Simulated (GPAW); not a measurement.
# Ballistic transport through a Fe chain with one P atom in line, from relaxation to T(E), part 2 of 3

How well does a Fe chain with one P atom in line conduct once its atoms have relaxed, and how much do cheaper levels lose?

GPAW 26.7.0; GPAW LCAO, PAW setups; relaxation of the junction within the symmetry of its start, lead ends held (the session's first sound run).

So far, conductance (G₀): step 3 (GPAW, dzp) 1.50.

## (4) Single-zeta polarised basis

Level of this step: GPAW LCAO, PAW setups; Landauer transmission from Green's functions with principal layers (ASE), zero bias (GPAW).

The second zeta is dropped, the polarisation orbitals stay.

Input file run.py:

```python
import json
import numpy as np
from ase import Atoms
from ase.transport.calculators import TransportCalculator
from gpaw import GPAW, FermiDirac
from gpaw.lcao.tools import get_lcao_hamiltonian
from scipy.linalg import eigh

# The junction with lead layers at both ends, along the third cell vector
device = Atoms(
    ['Fe', 'Fe', 'Fe', 'Fe', 'Fe', 'Fe', 'P', 'Fe', 'Fe', 'Fe', 'Fe', 'Fe', 'Fe'],
    positions=[
        [4.50000, 4.50000, 1.13000],
        [4.50000, 4.50000, 3.39000],
        [4.50000, 4.50000, 5.65000],
        [4.50000, 4.50000, 7.91000],
        [4.50000, 4.50000, 10.17000],
        [4.50000, 4.50000, 12.41470],
        [4.50000, 4.50000, 14.54760],
        [4.50000, 4.50000, 16.68050],
        [4.50000, 4.50000, 18.92520],
        [4.50000, 4.50000, 21.18520],
        [4.50000, 4.50000, 23.44520],
        [4.50000, 4.50000, 25.70520],
        [4.50000, 4.50000, 27.96520]],
    cell=[[9.0, 0.0, 0.0], [0.0, 9.0, 0.0], [0.0, 0.0, 29.0952]],
    pbc=True,
    magmoms=[3.0, 3.0, 3.0, 3.0, 3.0, 3.0, 0.0, 3.0, 3.0, 3.0, 3.0, 3.0, 3.0])

# One principal layer of the lead: the first 3 atoms of the device
lead = Atoms(
    ['Fe', 'Fe', 'Fe'],
    positions=[
        [4.50000, 4.50000, 1.13000],
        [4.50000, 4.50000, 3.39000],
        [4.50000, 4.50000, 5.65000]],
    cell=[[9.0, 0.0, 0.0], [0.0, 9.0, 0.0], [0.0, 0.0, 6.78]],
    pbc=True,
    magmoms=[3.0, 3.0, 3.0])

settings = dict(mode='lcao', basis='szp(dzp)', xc='PBE', h=0.18,
                occupations=FermiDirac(0.1), maxiter=250,
                mixer=dict(beta=0.05, nmaxold=8, weight=100.0),
                convergence=dict(density=0.0001))
energies = np.arange(-2, 2 + 1e-9, 0.025)
eta = 0.0001
n1, n2 = 1, 1
# k and -k transmit alike, so half of the mesh across the current serves
mesh = [(i, j) for i in range(n1) for j in range(n2) if (i, j) <= (-i % n1, -j % n2)]
weights = np.array([1 if (i, j) == (-i % n1, -j % n2) else 2 for i, j in mesh]) / (n1 * n2)


def ground_state(atoms, size, txt):
    atoms.calc = GPAW(kpts={'size': size, 'gamma': True}, symmetry={'tolerance': 1e-3}, txt=txt, **settings)
    atoms.get_potential_energy()
    return atoms.calc.get_fermi_level()


def blocks(atoms, fermi, points, nz, cells):
    """H - E_F S and S between cell 0 and the cells above it, at each point across the current."""
    kz = np.arange(nz) / nz
    calc = atoms.calc.fixed_density(kpts=[(*k, z) for k in points for z in kz], symmetry='off', txt=None)
    H, S = get_lcao_hamiltonian(calc)
    H = (H - fermi * S).reshape(len(H), len(points), nz, *S.shape[1:])
    S = S.reshape(H.shape[1:])
    phases = [np.exp(-2j * np.pi * kz * R) / nz for R in cells]
    return [(np.einsum('skzij,z->ksij', H, p), np.einsum('kzij,z->kij', S, p)) for p in phases]


def pair(a, b):
    return np.block([[a, b], [b.T.conj(), a]])


def count_channels(h, s, cells, nk=240):
    """Half the number of times that the lead's bands cross each energy, unfolded to its shortest repeat."""
    b = len(h) // cells
    bands = []
    for k in (np.arange(nk + 1) + 0.5) / nk:
        hk, sk = h[:b, :b].copy(), s[:b, :b].copy()
        for R in range(1, cells):
            phase, block = np.exp(2j * np.pi * k * R), slice(R * b, (R + 1) * b)
            hk += h[:b, block] * phase + (h[:b, block] * phase).T.conj()
            sk += s[:b, block] * phase + (s[:b, block] * phase).T.conj()
        w, u = eigh(sk)
        x = u[:, w > 1e-5] / w[w > 1e-5]**0.5  # drop near-dependent combinations
        bands.append(np.r_[eigh(x.T.conj() @ hk @ x, eigvals_only=True), [1e9] * (w <= 1e-5).sum()])
    below = np.array(bands)[:, :, None] < energies
    return (below[1:] != below[:-1]).sum((0, 1)) / 2


fermi_lead = ground_state(lead, (1, 1, 17), 'lead.txt')
fermi_device = ground_state(device, (1, 1, 3), 'device.txt')
T, channels, eigen, tail, misfit, shifts = [], [], [], 0.0, 0.0, []
for first in range(0, len(mesh), 328):
    points = [(i / n1, j / n2) for i, j in mesh[first:first + 328]]
    (H0k, S0k), (H1k, S1k), (H2k, _) = blocks(lead, fermi_lead, points, 5, range(3))
    [(Hk, Sk)] = blocks(device, fermi_device, points, 2, [0])
    tail = max(tail, abs(H2k).max())
    for H0, S0, H1, S1, H, S in zip(H0k, S0k, H1k, S1k, Hk, Sk):
        n = len(S0)
        # Shift the lead onto the potential of the device's first layer
        shift = ((H[:, 0, 0] - H0[:, 0, 0]) / S0[0, 0]).real.mean()
        shifts.append(shift)
        misfit = max(misfit, abs(H[:, :n, :n] - H0 - shift * S0).max())
        Tk, Ck, Ek = [], [], []
        for s in range(len(H)):
            t = s % len(H0)  # a lead without moments serves both spins
            h1, s1 = pair(H0[t] + shift * S0, H1[t] + shift * S1), pair(S0, S1)
            leads = dict(h1=h1, s1=s1, energies=energies, eta=eta, eta1=eta, eta2=eta)
            calc = TransportCalculator(h=H[s], s=S, eigenchannels=3, **leads)
            Tk.append(calc.get_transmission())
            Ek.append(np.sort(calc.eigenchannels_ne, axis=0)[::-1])
            Ck.append(count_channels(h1, s1, 6))
        T.append(Tk)
        channels.append(Ck)
        eigen.append(Ek)
T, channels = np.array(T), np.array(channels)
mean, open_channels = np.einsum('kse,k->se', T, weights), np.einsum('kse,k->se', channels, weights)

print(f'basis functions: device {len(S)}, principal layer {n}')
print(f'Fermi level: lead {fermi_lead:.4f} eV, device {fermi_device:.4f} eV; lead shifted by {np.mean(shifts):.4f} eV')
print(f'largest coupling past the next layer {tail:.2e} eV, largest misfit of the first layer {misfit:.3f} eV')
print('  E-E_F (eV)   ' + 'T up        T down      channels up  channels down')
for e, t, c in zip(energies, mean.T, open_channels.T):
    print(f'{e:10.3f}  ', *[f'{x:11.4e}' for x in t], *[f'{x:9.4f}' for x in c])

kT = 8.617333e-5 * 300
fine = np.linspace(energies[0], energies[-1], 4001)
both = np.exp(np.interp(fine, energies, np.log(np.maximum(mean.sum(0) * 2 / len(mean), 1e-30))))
fermi = lambda mu: 1 / (1 + np.exp(np.clip((fine - mu) / kT, -200, 200)))
slope = fermi(0) * (1 - fermi(0)) / kT
G = np.trapezoid(both * slope, fine) / 2
seebeck = -np.trapezoid(both * slope * fine, fine) / (2 * G * 300) * 1e6
print(f'conductance at 300 K: {G:.5g} G0 a cell; thermopower {seebeck:.4g} uV/K')
bias = [0.1, 0.2, 0.5, 1.0, 1.5, 2.0]
current = [38.74 * np.trapezoid(both * (fermi(V / 2) - fermi(-V / 2)), fine) for V in bias]
for V, I in zip(bias, current):
    print(f'current from the zero-bias T(E) at {V} V: {I:.5g} uA')
zero = abs(energies).argmin()
json.dump(dict(energies=energies.tolist(), T=mean.tolist(), channels=open_channels.tolist(), G=G, seebeck=seebeck,
               bias=bias, current=current, tail=tail, misfit=misfit, shift=np.mean(shifts), n_device=len(S), n_lead=n,
               fermi=[fermi_lead, fermi_device], energy=device.get_potential_energy(),
               moments=device.get_magnetic_moments().tolist(), mesh=mesh, weights=weights.tolist(),
               T_k=T[:, :, zero].tolist(), eigen=np.array(eigen[0]).tolist()), open('result.json', 'w'))
```

On the command line:

```bash
> OMP_NUM_THREADS=1 OPENBLAS_NUM_THREADS=1 python run.py
```

The program printed:

```text
basis functions: device 117, principal layer 27
Fermi level: lead -0.0826 eV, device -0.4661 eV; lead shifted by 0.0082 eV
largest coupling past the next layer 5.85e-05 eV, largest misfit of the first layer 0.055 eV
  E-E_F (eV)   T up        T down      [channel counts left out]
    -2.000    2.1766e+00  4.1863e-01
    -1.975    2.1807e+00  4.1386e-01
    -1.950    2.1865e+00  4.0904e-01
    -1.925    2.1771e+00  4.0414e-01
    -1.900    2.1764e+00  3.9917e-01
    -1.875    2.1717e+00  3.9411e-01
    -1.850    2.1641e+00  3.8896e-01
    -1.825    2.1539e+00  3.8370e-01
    -1.800    2.1410e+00  3.7834e-01
    -1.775    2.1255e+00  3.7285e-01
    -1.750    2.1078e+00  3.6724e-01
    -1.725    2.0881e+00  3.6149e-01
    -1.700    2.0666e+00  3.5559e-01
    -1.675    2.0437e+00  3.4954e-01
    -1.650    2.0196e+00  3.4332e-01
    -1.625    1.9947e+00  3.3692e-01
[...]
1.825    4.4282e-01  2.1719e+00
     1.850    4.4246e-01  2.1140e+00
     1.875    4.4213e-01  2.0327e+00
     1.900    4.4182e-01  1.9174e+00
     1.925    4.4153e-01  1.7556e+00
     1.950    4.4127e-01  1.5358e+00
     1.975    4.4102e-01  1.2562e+00
     2.000    4.4080e-01  9.3679e-01
conductance at 300 K: 1.5139 G0 a cell; thermopower -0.005507 uV/K
current from the zero-bias T(E) at 0.1 V: 11.728 uA
current from the zero-bias T(E) at 0.2 V: 23.444 uA
current from the zero-bias T(E) at 0.5 V: 58.483 uA
current from the zero-bias T(E) at 1.0 V: 115.34 uA
current from the zero-bias T(E) at 1.5 V: 171.54 uA
current from the zero-bias T(E) at 2.0 V: 226.5 uA
```

It took 3 min on 1 thread of Arm Neoverse V1, shared host; peak memory 1.6 GiB.

Numbers from this step:

| Item | Value |
| --- | --- |
| conductance | 1.514 G₀ |
| largest coupling past the next principal layer | 5.85e-5 eV |
| largest misfit of the first principal layer | 0.05500 eV |
| shift that aligns the lead | 0.008230 eV |
| basis functions of the junction | 117 |
| basis functions of a principal layer | 27 |
| transmission at the Fermi level, spin up | 0.5250 |
| transmission at the Fermi level, spin down | 2.505 |

Each spin. The transmission, zone mean by energy, zero at the Fermi level:

```
energy (eV)  T, spin up  T, spin down
     -2.000        2.18         0.419
     -1.800        2.14         0.378
     -1.600        1.97         0.330
     -1.400        1.36         0.269
     -1.200       0.950         0.184
     -1.000       0.583          2.06
     -0.800       0.575          2.42
     -0.600       0.564          2.33
     -0.400       0.551          2.34
     -0.200       0.538          2.46
      0.000       0.525          2.50
      0.200       0.512          2.53
      0.400       0.500          2.45
      0.600       0.488          2.41
      0.800       0.477          2.35
      1.000       0.468          2.36
      1.200       0.459          2.55
      1.400       0.452          2.49
      1.600       0.447          2.36
      1.800       0.443          2.21
      2.000       0.441         0.937
```

Not self-consistent under bias; the bias window is split evenly. Table of current through one cell, from the zero-bias transmission by bias:

```
bias (V)  current through one cell, from the zero-bias transmission (μA)
   0.100                                                            11.7
   0.200                                                            23.4
   0.500                                                            58.5
   1.000                                                             115
   1.500                                                             172
   2.000                                                             226
```

Transmission of the three most open eigenchannels against energy, zero at the Fermi level:

```
energy (eV)  channel 1 up  channel 2 up  channel 3 up  channel 1 down  channel 2 down  channel 3 down
    -2.0000         0.867         0.651         0.651           0.419               0               0
    -1.7500         0.907         0.596         0.596           0.367               0               0
    -1.5000         0.918         0.468         0.468           0.302               0               0
    -1.2500         0.579         0.257         0.257           0.209               0               0
    -1.0000         0.583       8.0e-11       8.0e-11           0.855           0.855           0.335
    -0.7500         0.572             0             0           0.913           0.913           0.574
    -0.5000         0.558             0             0           0.848           0.848           0.601
    -0.2500         0.541             0             0           0.905           0.905           0.610
     0.0000         0.525             0             0           0.957           0.957           0.581
     0.2500         0.509             0             0           0.970           0.970           0.528
     0.5000         0.494             0             0           0.975           0.975           0.464
     0.7500         0.480             0             0           0.990           0.990           0.379
     1.0000         0.468             0             0           0.996           0.996           0.369
     1.2500         0.457             0             0           0.988           0.988           0.569
     1.5000         0.450             0             0           0.943           0.943           0.541
     1.7500         0.444             0             0           0.886           0.886           0.497
     2.0000         0.441             0             0           0.454           0.242           0.242
```

Site moment by atom:

```
atom  site moment (μB)
 Fe1              3.19
 Fe2              3.18
 Fe3              3.18
 Fe4              3.20
 Fe5              3.16
 Fe6              2.74
  P7             -0.16
 Fe8              2.74
 Fe9              3.16
Fe10              3.20
Fe11              3.18
Fe12              3.18
Fe13              3.19
```

The conductance, 1.51 G₀, lies 1.0 % above that of the dzp run.

## (5) Minimal basis

One function for each valence shell of the setup, as for a first survey of a large system.

run.py: that of step 4 with these lines changed.

```diff
@@ -40,3 +40,3 @@
 
-settings = dict(mode='lcao', basis='szp(dzp)', xc='PBE', h=0.18,
+settings = dict(mode='lcao', basis='sz(dzp)', xc='PBE', h=0.18,
                 occupations=FermiDirac(0.1), maxiter=250,
```

The program printed:

```text
basis functions: device 76, principal layer 18
Fermi level: lead 0.2384 eV, device -0.1797 eV; lead shifted by 0.0155 eV
largest coupling past the next layer 5.86e-05 eV, largest misfit of the first layer 0.109 eV
  E-E_F (eV)   T up        T down      [channel counts left out]
    -2.000    2.1387e+00  2.9388e-01
    -1.975    2.1724e+00  2.8680e-01
    -1.950    2.2052e+00  2.7968e-01
[...]
1.975    4.8563e-01  1.5025e+00
     2.000    4.8800e-01  9.5029e-01
conductance at 300 K: 1.1773 G0 a cell; thermopower -3.649 uV/K
current from the zero-bias T(E) at 0.1 V: 9.1144 uA
current from the zero-bias T(E) at 0.2 V: 18.188 uA
current from the zero-bias T(E) at 0.5 V: 44.865 uA
current from the zero-bias T(E) at 1.0 V: 87.414 uA
current from the zero-bias T(E) at 1.5 V: 130.07 uA
current from the zero-bias T(E) at 2.0 V: 175.62 uA
```

Wall time 6.8 min (1 thread); peak memory 1.6 GiB.

Numbers from this step:

* conductance: 1.177 G₀
* largest coupling past the next principal layer: 5.86e-5 eV
* largest misfit of the first principal layer: 0.1087 eV
* shift that aligns the lead: 0.01550 eV
* basis functions of the junction: 76
* basis functions of a principal layer: 18
* transmission at the Fermi level, spin up: 0.4017
* transmission at the Fermi level, spin down: 1.958

Each spin. Transmission, zone mean against energy, zero at the Fermi level:

```
energy (eV)  T, spin up  T, spin down
     -2.000        2.14         0.294
     -1.900        2.26         0.265
     -1.800        2.33         0.236
     -1.775        2.33         0.228
     -1.700        2.30         0.205
     -1.600        2.17         0.172
     -1.500        1.42         0.136
     -1.400        1.32        0.0965
     -1.300        1.06        0.0683
     -1.200       0.576         0.163
     -1.100       0.424         0.872
     -1.000       0.422          1.34
     -0.900       0.420          1.68
     -0.800       0.417          1.84
     -0.700       0.415          1.81
     -0.600       0.412          1.69
     -0.500       0.409          1.59
     -0.400       0.407          1.54
     -0.300       0.405          1.57
     -0.200       0.403          1.68
     -0.100       0.402          1.82
      0.000       0.402          1.96
      0.100       0.402          2.05
      0.200       0.402          2.09
      0.300       0.403          2.06
      0.400       0.404          2.00
      0.500       0.406          1.93
      0.600       0.408          1.86
      0.700       0.410          1.81
      0.800       0.413          2.05
      0.900       0.417          2.29
      1.000       0.421          2.42
      1.100       0.425          2.48
      1.200       0.430          2.50
      1.225       0.431          2.50
      1.300       0.436          2.49
      1.400       0.441          2.49
      1.500       0.448          2.46
      1.600       0.455          2.41
      1.700       0.462          2.36
      1.800       0.470          2.34
      1.900       0.479          2.23
      2.000       0.488         0.950
```

The conductance, 1.18 G₀, lies 21 % below that of the dzp run.

## (6) revPBE in the dzp basis: xc = "revPBE"

Back in the dzp basis, the functional changes from PBE to revPBE, to set the spread between functionals beside that between bases.

run.py: that of step 5 with these lines changed.

```diff
@@ -40,3 +40,3 @@
 
-settings = dict(mode='lcao', basis='sz(dzp)', xc='PBE', h=0.18,
+settings = dict(mode='lcao', basis='dzp', xc='revPBE', h=0.18,
                 occupations=FermiDirac(0.1), maxiter=250,
```

The program printed:

```text
basis functions: device 193, principal layer 45
Fermi level: lead -1.5892 eV, device -1.8179 eV; lead shifted by 0.0269 eV
largest coupling past the next layer 6.15e-05 eV, largest misfit of the first layer 0.158 eV
  E-E_F (eV)   T up        T down      [channel counts left out]
    -2.000    2.1387e+00  4.1229e-01
    -1.975    2.1380e+00  4.1181e-01
    -1.950    2.1365e+00  4.1129e-01
[...]
1.975    3.2071e-01  3.1561e-01
     2.000    3.2006e-01  3.1358e-01
conductance at 300 K: 1.504 G0 a cell; thermopower 0.2341 uV/K
current from the zero-bias T(E) at 0.1 V: 11.653 uA
current from the zero-bias T(E) at 0.2 V: 23.303 uA
current from the zero-bias T(E) at 0.5 V: 58.124 uA
current from the zero-bias T(E) at 1.0 V: 115.74 uA
current from the zero-bias T(E) at 1.5 V: 171.98 uA
current from the zero-bias T(E) at 2.0 V: 224.78 uA
```

Wall time 8.4 min (1 thread); peak memory 1.7 GiB.

Numbers from this step:

```
conductance                                    : 1.504 G₀
largest coupling past the next principal layer : 6.15e-5 eV
largest misfit of the first principal layer    : 0.1579 eV
shift that aligns the lead                     : 0.02694 eV
basis functions of the junction                : 193
basis functions of a principal layer           : 45
transmission at the Fermi level, spin up       : 0.4879
transmission at the Fermi level, spin down     : 2.520
```

Each spin. Transmission, zone mean against energy, zero at the Fermi level:

```
energy (eV)  T, spin up  T, spin down
     -2.000        2.14         0.412
     -1.900        2.13         0.410
     -1.800        2.11         0.407
     -1.700        2.07         0.404
     -1.600        2.01         0.399
     -1.500        1.92         0.393
     -1.400        1.79         0.385
     -1.300        1.54         0.375
     -1.200       0.957          1.67
     -1.100       0.726          1.82
     -1.000       0.681          1.81
     -0.900       0.651          1.94
     -0.800       0.629          2.13
     -0.700       0.609          2.27
     -0.600       0.591          2.37
     -0.500       0.569          2.42
     -0.400       0.557          2.46
     -0.300       0.539          2.48
     -0.200       0.522          2.50
     -0.100       0.505          2.51
      0.000       0.488          2.52
      0.100       0.472          2.54
      0.200       0.456          2.52
      0.300       0.441          2.51
      0.400       0.427          2.51
      0.500       0.414          2.49
      0.600       0.402          2.48
      0.700       0.392          2.48
      0.800       0.382          2.45
      0.900       0.373          2.43
      1.000       0.365          2.41
      1.100       0.358          2.38
      1.200       0.352          2.35
      1.300       0.346          2.31
      1.400       0.341          2.26
      1.500       0.337          2.19
      1.600       0.333          2.14
      1.700       0.329          2.07
      1.800       0.326          1.77
      1.900       0.323         0.337
      2.000       0.320         0.314
```

The conductance, 1.50 G₀, lies 0.3 % above that of the dzp run.

(Part 2 of 3 ends here.)

[Logs are printed without paths, hosts, clocks, repeated set-up lines and the standing remarks that a program may print on its own settings, such as how far it seeks lower states.]

[Hosts, paths, dates, database ids (printed as entryN), source tags and the programs' standing remarks are cut or masked in the printed files.]
